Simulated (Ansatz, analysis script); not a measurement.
# Fixed-spin-moment curve of FeGe, part 2 of 2

Aim: the energy of FeGe as its total moment is fixed at a series of values, and its answer to a field.

Ansatz 0.2.0; PBE, PAW set soft_1.

So far. Step 7 (Total moment fixed at 1.333 μB): The energy is -26.2 meV from the state without spin, and the largest site carries 0.380 μB.

The database entry behind the starting cell differs from later determinations by our own check (about 0.2 % short), so it need not match the best structure at ambient conditions.

In doubt: warnings of the run leave room for a lower electronic state (analysis script), so energies may not be the lowest and differences between runs may mislead.

## (8) Total moment fixed at 3.333 μB

Level of this step: Ansatz DFT, collinear, total moment fixed by two Fermi levels; PBE, PAW set soft_1; PAW set soft_1 (Ansatz).

File input.yaml:

```yaml
crystal:
  lattice:
    - [4.689, 0.0, 0.0]
    - [0.0, 4.689, 0.0]
    - [0.0, 0.0, 4.689]
  atoms:
    - { symbol: Fe, position: [0.135, 0.135, 0.135], spin: 0.8334 }
    - { symbol: Fe, position: [0.365, 0.865, 0.635], spin: 0.8332 }
    - { symbol: Fe, position: [0.635, 0.365, 0.865], spin: 0.8332 }
    - { symbol: Fe, position: [0.865, 0.635, 0.365], spin: 0.8332 }
    - { symbol: Ge, position: [0.842, 0.842, 0.842] }
    - { symbol: Ge, position: [0.658, 0.158, 0.342] }
    - { symbol: Ge, position: [0.342, 0.658, 0.158] }
    - { symbol: Ge, position: [0.158, 0.342, 0.658] }
magnetization:
  spin_polarized: true
  initial_magnetization: 3.333
  spin_locking: { lock_magnetization: hard }
kpoints:
  mp_grid: { grid: [8, 8, 8] }
hamiltonian:
  xc: pbe
  pseudopotentials: { kind: paw, azcp: { folder: soft_1 } }
scf:
  occupations: { method: fermi_dirac, width: 0.05 }
  max_iter: 120
  convergence: { dr2_threshold: 1.0e-08 }
  lower_state_search: "off"
basis:
  ecutwfc: 420.0
```

Run with:

```console
> ansatz run input.yaml --threads 1 --pin off --max-ram 2560MiB --backend cpu --events-out ev --progress --plain --runs-dir out
```

Numbers of over 12 decimals in the logs are rounded to 6 here.

What it wrote:

```text
[...]
Crystal: 8 atoms, lattice volume = 103.096 Å³
Basis set: ecut = 420 eV, 2007 PW (Γ)
Bands: 74, of which v1, the nominal top of the filled ones, is band 60 counted from 1 (59 counted from 0)
Symmetry: 3 space group operations
[...]
k-points: 90 of 512 (time reversal used)
[...]
Starting moments: Σ|m| = 3.333 μB on 4 of 8 sites
[...]
Per-site moments (μB) at R_I (Å): [(0.931025, 0.981595), (0.931034, 0.981595), (0.931034, 0.981595), (0.931034, 0.981595), (-0.046183, 0.981595), (-0.046183, 0.981595), (-0.046183, 0.981595), (-0.046183, 0.981595)]
Free energy (F): -35102.551337 eV
[...]
Internal energy: -35102.471870 eV  (E = F + TS)
E sigma→0 (E₀):  -35102.511603 eV
Entropy (-TS):   -0.079467 eV (-9.933 meV/atom)
Fermi energy:    16.568081 (↑ 16.465422, ↓ 16.670741) eV
[...]
[key lines of the parts left out:]
SCF converged after 14 iterations
Magnetization: 3.3330 μB (61.6665 up, 58.3335 down)
```

Elapsed: 3.2 min, on 1 thread of Arm Neoverse V2, shared host; peak memory 1 GiB.

The energy is -178 meV from the state without spin, and the largest site carries 0.931 μB.

## (9) Total moment fixed at 6 μB

input.yaml, the sections that differ from step 8:

```yaml
crystal:
  lattice:
    - [4.689, 0.0, 0.0]
    - [0.0, 4.689, 0.0]
    - [0.0, 0.0, 4.689]
  atoms:
    - { symbol: Fe, position: [0.135, 0.135, 0.135], spin: 1.5 }
    - { symbol: Fe, position: [0.365, 0.865, 0.635], spin: 1.5 }
    - { symbol: Fe, position: [0.635, 0.365, 0.865], spin: 1.5 }
    - { symbol: Fe, position: [0.865, 0.635, 0.365], spin: 1.5 }
    - { symbol: Ge, position: [0.842, 0.842, 0.842] }
    - { symbol: Ge, position: [0.658, 0.158, 0.342] }
    - { symbol: Ge, position: [0.342, 0.658, 0.158] }
    - { symbol: Ge, position: [0.158, 0.342, 0.658] }
magnetization:
  spin_polarized: true
  initial_magnetization: 6.0
  spin_locking: { lock_magnetization: hard }
# kpoints, hamiltonian, scf, basis: as in step 8
```

What it wrote:

```text
[...]
Crystal: 8 atoms, lattice volume = 103.096 Å³
Basis set: ecut = 420 eV, 2007 PW (Γ)
Bands: 76, of which v1, the nominal top of the filled ones, is band 60 counted from 1 (59 counted from 0)
Symmetry: 12 space group operations
[...]
k-points: 45 of 512 (time reversal used)
[...]
Starting moments: Σ|m| = 6 μB on 4 of 8 sites
[...]
Per-site moments (μB) at R_I (Å): [(1.609629, 0.981595), (1.609629, 0.981595), (1.609629, 0.981595), (1.609629, 0.981595), (-0.054575, 0.981595), (-0.054575, 0.981595), (-0.054575, 0.981595), (-0.054575, 0.981595)]
Free energy (F): -35102.472379 eV
[...]
Internal energy: -35102.410822 eV  (E = F + TS)
E sigma→0 (E₀):  -35102.441600 eV
Entropy (-TS):   -0.061557 eV (-7.695 meV/atom)
Fermi energy:    16.890057 (↑ 17.051150, ↓ 16.728965) eV
[...]
[key lines of the parts left out:]
SCF converged after 12 iterations
Magnetization: 6.0000 μB (63.0000 up, 57.0000 down)
```

It took 94 s on 1 thread; peak memory 0.66 GiB.

The energy is -99.4 meV from the state without spin, and the largest site carries 1.61 μB.

5 more runs differ from these in the same keys alone and are tabled below.

## (10) No field, tight threshold

A field gives a second route to the same curve. A thousand tesla shift each spin by 58 meV, and the threshold is tightened so that small induced moments are resolved.

File input.yaml:

```yaml
crystal:
  lattice:
    - [4.689, 0.0, 0.0]
    - [0.0, 4.689, 0.0]
    - [0.0, 0.0, 4.689]
  atoms:
    - { symbol: Fe, position: [0.135, 0.135, 0.135], spin: 1.18 }
    - { symbol: Fe, position: [0.365, 0.865, 0.635], spin: 1.18 }
    - { symbol: Fe, position: [0.635, 0.365, 0.865], spin: 1.18 }
    - { symbol: Fe, position: [0.865, 0.635, 0.365], spin: 1.18 }
    - { symbol: Ge, position: [0.842, 0.842, 0.842] }
    - { symbol: Ge, position: [0.658, 0.158, 0.342] }
    - { symbol: Ge, position: [0.342, 0.658, 0.158] }
    - { symbol: Ge, position: [0.158, 0.342, 0.658] }
magnetization:
  spin_polarized: true
kpoints:
  mp_grid: { grid: [8, 8, 8] }
hamiltonian:
  xc: pbe
  pseudopotentials: { kind: paw, azcp: { folder: soft_1 } }
scf:
  occupations: { method: fermi_dirac, width: 0.05 }
  max_iter: 120
  convergence: { dr2_threshold: 1.0e-10 }
  lower_state_search: "off"
basis:
  ecutwfc: 420.0
```

What it wrote:

```text
[...]
Crystal: 8 atoms, lattice volume = 103.096 Å³
Basis set: ecut = 420 eV, 2007 PW (Γ)
Bands: 75, of which v1, the nominal top of the filled ones, is band 60 counted from 1 (59 counted from 0)
Symmetry: 12 space group operations
[...]
k-points: 45 of 512 (time reversal used)
[...]
Starting moments: Σ|m| = 4.72 μB on 4 of 8 sites
[...]
Per-site moments (μB) at R_I (Å): [(1.184100, 0.981595), (1.184100, 0.981595), (1.184100, 0.981595), (1.184100, 0.981595), (-0.055152, 0.981595), (-0.055152, 0.981595), (-0.055152, 0.981595), (-0.055152, 0.981595)]
Free energy (F): -35102.624553 eV
[...]
Internal energy: -35102.566038 eV  (E = F + TS)
E sigma→0 (E₀):  -35102.595295 eV
Entropy (-TS):   -0.058515 eV (-7.314 meV/atom)
Fermi energy:    16.703416 eV
[...]
[key lines of the parts left out:]
SCF converged after 17 iterations
Magnetization: 4.2832 μB (62.1416 up, 57.8584 down)
```

It took 2.2 min on 1 thread; peak memory 0.66 GiB.

The net moment is 4.28 μB a cell.

## (11) Field of 1500 T

Edit input.yaml of step 10 so:

```diff
@@ -16,2 +16,3 @@
   spin_polarized: true
+  magnetic_field: 1500.0
 kpoints:
```

What it wrote:

```text
[...]
Crystal: 8 atoms, lattice volume = 103.096 Å³
Basis set: ecut = 420 eV, 2007 PW (Γ)
Bands: 75, of which v1, the nominal top of the filled ones, is band 60 counted from 1 (59 counted from 0)
Symmetry: 12 space group operations
[...]
k-points: 45 of 512 (time reversal used)
[...]
Starting moments: Σ|m| = 4.72 μB on 4 of 8 sites
[...]
Per-site moments (μB) at R_I (Å): [(1.377347, 0.981595), (1.377347, 0.981595), (1.377347, 0.981595), (1.377347, 0.981595), (-0.057959, 0.981595), (-0.057959, 0.981595), (-0.057959, 0.981595), (-0.057959, 0.981595)]
Free energy (F): -35103.025956 eV
[...]
Internal energy: -35102.962728 eV  (E = F + TS)
E sigma→0 (E₀):  -35102.994342 eV
Entropy (-TS):   -0.063228 eV (-7.904 meV/atom)
Fermi energy:    16.811796 eV
[...]
[key lines of the parts left out:]
SCF converged after 17 iterations
Magnetization: 5.0325 μB (62.5162 up, 57.4838 down)
```

Wall time 2.2 min (1 thread); peak memory 0.66 GiB.

The net moment is 5.03 μB a cell.

The other 2 runs of this kind were made alike; their results stand in the table below.

## (12) The curves

Table of energy less the state without spin by total moment:

```csv
total moment (μB/cell),energy less the state without spin (meV/cell)
0.00,0
0.67,-6.69
1.33,-26.2
2.00,-61.7
2.67,-114
3.33,-178
4.00,-242
4.67,-241
5.33,-187
6.00,-99.4
```

The field that holds a moment is half the difference of the two Fermi levels over μB.

Field that holds the moment against total moment:

```
total moment (μB/cell)  field that holds the moment (T)
                  0.67                             -329
                  1.33                             -702
                  2.00                            -1139
                  2.67                            -1538
                  3.33                            -1774
                  4.00                            -1183
                  4.67                              851
                  5.33                             1864
                  6.00                             2783
```

Site moments:

| total (μB) | Fe no. 1 (μB) | Fe no. 2 (μB) | Fe no. 3 (μB) | Fe no. 4 (μB) | Ge no. 5 (μB) | Ge no. 6 (μB) | Ge no. 7 (μB) | Ge no. 8 (μB) |
| --- | --- | --- | --- | --- | --- | --- | --- | --- |
| 0.667 | 0.1923 | 0.1925 | 0.1925 | 0.1925 | -0.0109 | -0.0109 | -0.0109 | -0.0109 |
| 1.333 | 0.38 | 0.3798 | 0.3798 | 0.3798 | -0.0206 | -0.0207 | -0.0207 | -0.0207 |
| 2 | 0.5659 | 0.5659 | 0.5659 | 0.5659 | -0.0299 | -0.0299 | -0.0299 | -0.0299 |
| 2.667 | 0.7496 | 0.7501 | 0.7501 | 0.7501 | -0.0385 | -0.0385 | -0.0385 | -0.0385 |
| 3.333 | 0.931 | 0.931 | 0.931 | 0.931 | -0.0462 | -0.0462 | -0.0462 | -0.0462 |
| 4 | 1.109 | 1.109 | 1.109 | 1.109 | -0.0528 | -0.0528 | -0.0528 | -0.0528 |
| 4.667 | 1.284 | 1.285 | 1.285 | 1.285 | -0.0573 | -0.0573 | -0.0573 | -0.0573 |
| 5.333 | 1.451 | 1.451 | 1.451 | 1.451 | -0.0575 | -0.0575 | -0.0575 | -0.0575 |
| 6 | 1.61 | 1.61 | 1.61 | 1.61 | -0.0546 | -0.0546 | -0.0546 | -0.0546 |

Table of total moment by field:

```
field (T)  total moment (μB/cell)
        0                    4.28
      300                    4.39
      600                    4.54
     1500                    5.03
```

Three Landau terms miss the curve as a whole or at its small-moment end, and no Stoner analysis is made here.

## (13) What came out

| Item | Value |
| --- | --- |
| state of the free run | ferromagnetic |
| net moment of the free run | 4.28 μB |
| energy of the free run from the state without spin | -252 meV a cell |
| lowest of the fixed moments tried | M = 4 μB, -242 meV |
| dM/dB between 0 and 300 T | 0.357 μB a cell per 1000 T |

In words: At this level the system is magnetic: the free run keeps 1.18 μB on the largest site. No other order was typed. The free run, at 4.28 μB, lies 252 meV under the state without spin and so below every fixed moment tried: the minimum falls between two of them. Among the fixed moments, E(M) falls 242 meV below the state without spin and is lowest near 4 μB on this grid. The field acts on spins alone. The 13 fixed-moment and field runs took 38 min of wall time, added up. Energies are free energies at a smearing of 0.05 eV, and with partly filled levels differences shift, at times strongly, as the smearing goes to zero. In doubt: the program's search for lower states was switched off, so a lower magnetic state than those reached may exist.

[Logs and program files are shortened in this print: banners, set-up blocks, solver, clock and traceback lines can be left out without a mark of their own.]

[Logs are printed without paths, hosts, clocks, repeated set-up lines and the standing remarks that a program may print on its own settings, such as how far it seeks lower states.]

[Hosts, paths, dates, database ids (printed as entryN), source tags and the programs' standing remarks are cut or masked in the printed files.]
